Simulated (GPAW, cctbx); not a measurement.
## By hand: from a DFT structure factor to an extinction distance in Mn2SbP

Mn2SbP, P-6m2 (no. 187), a = 3.5352 Å, b = 3.5352 Å, c = 5.9709 Å, α = 90.00°, β = 90.00°, γ = 120.00°.

```
atom  mult.    x    y       z
 Sb1      1    0    0       0
 Mn1      2  2/3  1/3  0.2889
  P1      1  1/3  2/3     1/2
```

The cell comes from substitution in a known structure type and wasn't matched to any measured phase.

A DFT run (GPAW, PBE, 450 eV, 8×8×4 k-points (along the axes of the calculation cell), Fermi–Dirac width 0.1 eV, spin-polarised) gives the static X-ray structure factor of 001 as 23.191 e for the conventional cell; superposed free atoms give 23.353 e. **Problem.** Find the Fourier component V of the crystal potential and the two-beam extinction distance at 300 kV in both cases.

## Step 1: Geometry

The cell volume is Ω = 64.63 Å³ and d(001) = 5.9709 Å, so g = 1/d = 0.1675 Å⁻¹.

## Step 2: The nuclei

Electrons feel nuclei as well as electrons, so the nuclear charges are summed with the same phases.

Phase sums Σ exp(2πi h·x), turned so that the total is real and positive: Sb +1.000, Mn -0.484, P -1.000. Then F_Z = 51 × (+1.000) + 25 × (-0.484) + 15 × (-1.000) = 23.89 e. The electron term has the same sign for this reflection.

## Step 3: Mott–Bethe

Poisson's equation, term by term, gives V = (e/4πε₀)(F_Z − F)/(πΩg²), with e/4πε₀ = 14.3996 V Å.

The prefactor is 14.3996 × 5.9709²/(π × 64.63) = 2.52858 V per electron. Free atoms: (23.89 − 23.353) × 2.52858 = 1.365 V. Crystal: (23.89 − 23.191) × 2.52858 = 1.775 V. F changes by -0.69 % and V by +30.0 %: the same 0.16 e is measured against F_Z − F = 0.5 e in place of F = 23.4 e.

## Step 4: Extinction distance

In the two-beam case ξ = 1/(λU) with U = 2γm₀eV/h², that is ξ = 150.41 V Å²/(γλV).

At 300 kV, λ = 0.01969 Å and γ = 1.5871. Free atoms: ξ = 3526 Å. Crystal: ξ = 2712 Å. The thickness fringes go as sin²(πt/ξ), so the two patterns slip by a quarter of a period when t|1/ξ₁ − 1/ξ₀| = 1/4, at t ≈ 294 nm. Thermal motion, absorption and many-beam coupling, left out here, change a real pattern.

## Step 5: Answer

V(001) is 1.77 V against 1.37 V, and ξ is 2712 against 3526 Å. Limits: static atoms, two beams; a ferromagnetic start is the only order tried, and the real ground state may be antiferromagnetic or insulating.

[Outputs are excerpts: Python notices, other lines and further rows are left out; steps that failed or that the build refused (PBEsol, TPSS) are not shown.]

[Logs are printed without paths, hosts, clocks, repeated set-up lines and the standing remarks that a program may print on its own settings, such as how far it seeks lower states.]
